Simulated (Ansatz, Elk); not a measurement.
# LaTi2Ni: X-ray structure factors from the self-consistent density

The structure of LaTi2Ni used here is made up (a known structure type with other elements) and was relaxed beforehand with PBE. The aim is the Fourier transform of its all-electron density, F(hkl), set beside the sum over free spherical atoms that refinements use.

Calculated with Elk 11.2.3 (patched build); DFT, PBE, all-electron APW+lo, Dirac cores, scalar-relativistic bands, static density, no spin.

This account leaves out most program logs.

The structure was built from a prototype and need not be the compound's stable phase.

### 1. The starting structure

Symmetry: Cmmm, No. 65, orthorhombic system. The conventional cell has a = 4.388 Å, b = 18.212 Å, c = 4.218 Å, α = 90.00°, β = 90.00°, γ = 90.00°. Nearest to La lie 10 Ti at 3.22 to 3.46 Å and 4 Ni at 3.32 Å. Nearest to Ni lie 5 Ti at 2.40 to 2.56 Å and 1 Ni at 2.62 Å and 4 La at 3.32 Å. Nearest to Ti lie 1 Ni at 2.40 Å and 2 Ti at 2.76 Å and 6 La at 3.22 to 3.46 Å. Nearest to Ti lie 4 Ni at 2.56 Å and 4 Ti at 3.04 Å and 4 La at 3.39 Å. Nearest to Ti lie 4 Ni at 2.48 Å and 4 Ti at 3.04 Å and 4 La at 3.44 Å. Farther neighbours are not listed.

### 2. Ground state and structure factors

An all-electron density is needed, since X-rays see the cores too. Task 0 finds the density and task 195 Fourier-transforms it; tshift is off so that phases refer to the origin typed.

The input, elk.in:

```
tasks
  0
  195

xctype
  20

spinpol
  .false.

rgkmax
  7.0

gmaxvr
  14.0

lmaxo
  7

lmaxapw
  8

swidth
  0.002

tshift
  .false.

ramdisk
  .false.

hmaxvr
  5.5

maxscl
  120

epspot
  1e-06

sppath
  './'

avec
  4.14641798290 -17.20770666352 -0.00000000000
  4.14641798290 17.20770666352 -0.00000000000
  0.00000000000 0.00000000000 7.97049750880

atoms
  3
  'La.in'
  2
  0.8546084742 0.1453915258 -0.0000000000   0.000000 0.000000 0.000000
  0.1453915258 0.8546084742 0.0000000000   0.000000 0.000000 0.000000
  'Ni.in'
  2
  0.5719142032 0.4280857968 0.5000000000   0.000000 0.000000 0.000000
  0.4280857968 0.5719142032 0.5000000000   0.000000 0.000000 0.000000
  'Ti.in'
  4
  0.7038165612 0.2961834388 0.5000000000   0.000000 0.000000 0.000000
  0.2961834388 0.7038165612 0.5000000000   0.000000 0.000000 0.000000
  -0.0000000000 0.0000000000 0.5000000000   0.000000 0.000000 0.000000
  0.5000000000 0.5000000000 0.0000000000   0.000000 0.000000 0.000000

ngridk
  5 5 5
```

On the command line:

```sh
$ OMP_NUM_THREADS=4 elk
```

It took 2.3 min on 4 threads of Arm Neoverse V2, shared host; peak memory 0.4 GiB; 7.4 min of CPU time.

SFACRHO.OUT:

```text

h k l indices transformed by vhmat matrix:
   1.000000000       0.000000000       0.000000000    
   0.000000000       1.000000000       0.000000000    
   0.000000000       0.000000000       1.000000000    

      h      k      l  multipl.   |H|            Re(F)            Im(F)           |F|

      0      0      0      1   0.0000000       258.00000      0.78219496E-16   258.00000    
     -1      1      0      2  0.36513787       12.746786      0.26054441E-16   12.746786    
      2     -2      0      2  0.73027573      -48.066375     -0.39467368E-13   48.066375    
     -1      0      0      4  0.77935007       5.6042597     -0.79860504E-14   5.6042597    
      0      0     -1      2  0.78830528       13.020656     -0.57274469E-13   13.020656    
     -1      1      1      4  0.86876400      -25.417132      0.11813080E-13   25.417132    
      1     -2      0      4  0.93489991      -73.742293     -0.29452982E-13   73.742293    
      2     -2     -1      4   1.0745826      -85.876163     -0.46981132E-13   85.876163    
     -3      3      0      2   1.0954136       63.129948     -0.24154198E-13   63.129948    
     -1      0      1      8   1.1085178       75.978297     -0.15778999E-13   75.978297    
      3     -2      0      4   1.1863138      -17.127421      0.83701532E-14   17.127421    
      1     -2      1      8   1.2228913      -133.36461     -0.19545871E-14   133.36461    
      3     -3      1      4   1.3495763       97.160332      0.27501498E-13   97.160332    
      3     -2     -1      8   1.4243475      -40.393412      0.27194089E-14   40.393412    
     -4      4      0      2   1.4605515       17.604991     -0.39438608E-13   17.604991    
      3     -4      0      4   1.4856966       156.45053      0.42991743E-13   156.45053    
      1      1      0      2   1.5153285       189.05501     -0.24256269E-13   189.05501    
     -2      0      0      4   1.5587001       8.8367385      0.27689051E-13   8.8367385
```

Elk indexes on the primitive cell of elk.in and gives |H| = 4π sin θ/λ in inverse bohr. Below, one row stands for each form hkl of the conventional cell (m members, Friedel mates merged), F is for one primitive cell and the density is static (no thermal factor). Free-atom factors are Waasmaier and Kirfel's, and R is Σm||F|−|F'||/Σm|F|.

```tsv
hkl	m	sin θ/λ (Å⁻¹)	abs F, DFT	neutral atoms	diff.
020	2	0.055	12.747	12.676	+0.071
040	2	0.110	48.066	48.042	+0.024
110	4	0.117	5.604	5.972	-0.368
001	2	0.118	13.021	13.617	-0.597
021	4	0.131	25.417	25.205	+0.212
130	4	0.141	73.742	73.449	+0.293
041	4	0.162	85.876	85.953	-0.077
060	2	0.165	63.130	63.649	-0.519
111	8	0.167	75.978	75.550	+0.428
150	4	0.178	17.127	17.517	-0.389
131	8	0.184	133.365	133.882	-0.517
061	4	0.203	97.160	97.271	-0.111
151	8	0.214	40.393	40.515	-0.122
080	2	0.220	17.605	17.263	+0.342
170	4	0.223	156.451	157.012	-0.561
200	2	0.228	189.055	190.043	-0.988
220	4	0.234	8.837	9.021	-0.184
002	2	0.237	186.493	187.169	-0.676
022	4	0.243	8.385	8.832	-0.447
081	4	0.250	99.599	99.928	-0.329
171	8	0.253	11.412	12.262	-0.849
240	4	0.253	42.438	42.001	+0.438
```

### 3. The highest occupied states alone

An energy window below the Fermi level keeps the highest occupied states, to see at which angles they scatter; shallow core shells can lie inside it and anion s states outside. No new self-consistency is needed.

elk.in, as its differences from that of step 2:

```diff
@@ -1,3 +1,2 @@
 tasks
-  0
   195
@@ -40,2 +39,5 @@
 
+wsfac
+  -0.081150 0.586340
+
 sppath
```

On the command line:

```sh
$ OMP_NUM_THREADS=4 elk
```

Run time: 26 s. Hardware: 4 threads; peak memory 0.25 GiB; 32 s of CPU time.

States within 10 eV below the Fermi level hold 42.00 electrons; any levels below the window count with the cores. Their amplitudes can exceed the total, where window and core parts have opposite phase:

```tsv
hkl	sin θ/λ (Å⁻¹)	abs F, window	abs F, all
020	0.055	11.725	12.747
040	0.110	0.835	48.066
110	0.117	14.805	5.604
001	0.118	18.785	13.021
021	0.131	6.814	25.417
130	0.141	1.585	73.742
041	0.162	1.883	85.876
060	0.165	9.418	63.130
111	0.167	10.645	75.978
150	0.178	6.133	17.127
```

### 4. Another functional

The difference from free atoms is small, so it is set against the change that LDA (Perdew-Wang) makes.

elk.in, as its differences from that of step 3:

```diff
@@ -1,2 +1,3 @@
 tasks
+  0
   195
@@ -4,3 +5,3 @@
 xctype
-  20
+  3
 
@@ -39,5 +40,2 @@
 
-wsfac
-  -0.081150 0.586340
-
 sppath
```

On the command line:

```sh
$ OMP_NUM_THREADS=4 elk
```

The job ended after 90 s (4 threads; peak memory 0.31 GiB; 4.9 min of CPU time).

Against the first run R = 0.03 %; the largest change is -0.072 at 202.

### 5. Basis size

A smaller basis shows how fast F responds to it; the change is likely larger than the basis error of the first run, but doesn't show convergence.

elk.in, as its differences from that of step 4:

```diff
@@ -5,3 +5,3 @@
 xctype
-  3
+  20
 
@@ -11,3 +11,3 @@
 rgkmax
-  7.0
+  5.5
```

On the command line:

```sh
$ OMP_NUM_THREADS=4 elk
```

Elapsed: 1.7 min, on 4 threads; peak memory 0.36 GiB; 5 min of CPU time.

Against the first run R = 0.08 %; the largest change is +0.226 at 0 14 0.

### 6. Settings against the effect

```tsv
run	R against the first run (%)	R against neutral atoms, low angle (%)	wall time
PBE, rgkmax 7	0.00	0.60	2.3 min
LDA (Perdew-Wang)	0.03	0.60	90 s
rgkmax 5.5	0.08	0.67	1.7 min
```

### 7. Summary of results

```json
{
 "R against neutral atoms, sin θ/λ < 0.3 Å⁻¹": "0.60 %",
 "R against neutral atoms, 0.3 to 0.53 Å⁻¹": "0.18 %"
}
```

In words: Independent neutral atoms miss the calculated amplitudes by R = 0.60 % below 0.3 Å⁻¹ and 0.18 % from there to 0.53 Å⁻¹; by shells, 0.86 % below 0.15 Å⁻¹ (6 forms), 0.58 % 0.15 to 0.3 (29 forms), 0.21 % 0.3 to 0.45 (59 forms), 0.14 % above 0.45 (55 forms). Bonding, aspherical density and the tables' own atoms all enter these figures, and the runs don't part them. The largest change of an amplitude is -0.99 electrons, at 200. The window's part falls from 42.0 electrons at the origin to at most 4.64 between 0.45 and 0.53 Å⁻¹, where compact states inside the window still scatter. Below 0.3 Å⁻¹ the changes that finished (LDA (Perdew-Wang) and rgkmax 5.5) move F by R = 0.09 % at most, against the 0.60 % that separates it from free atoms. The k-mesh has no finished test. These runs have no spin, though d or f shells may be open. Part of the difference isn't bonding: the tables are fits to free atoms and ions calculated by other methods than this functional. Thermal motion, anomalous dispersion and extinction are left out.

[Logs are printed without paths, hosts, clocks, repeated set-up lines and the standing remarks that a program may print on its own settings, such as how far it seeks lower states.]

[Hosts, paths, dates, database ids (printed as entryN), source tags and the programs' standing remarks are cut or masked in the printed files.]
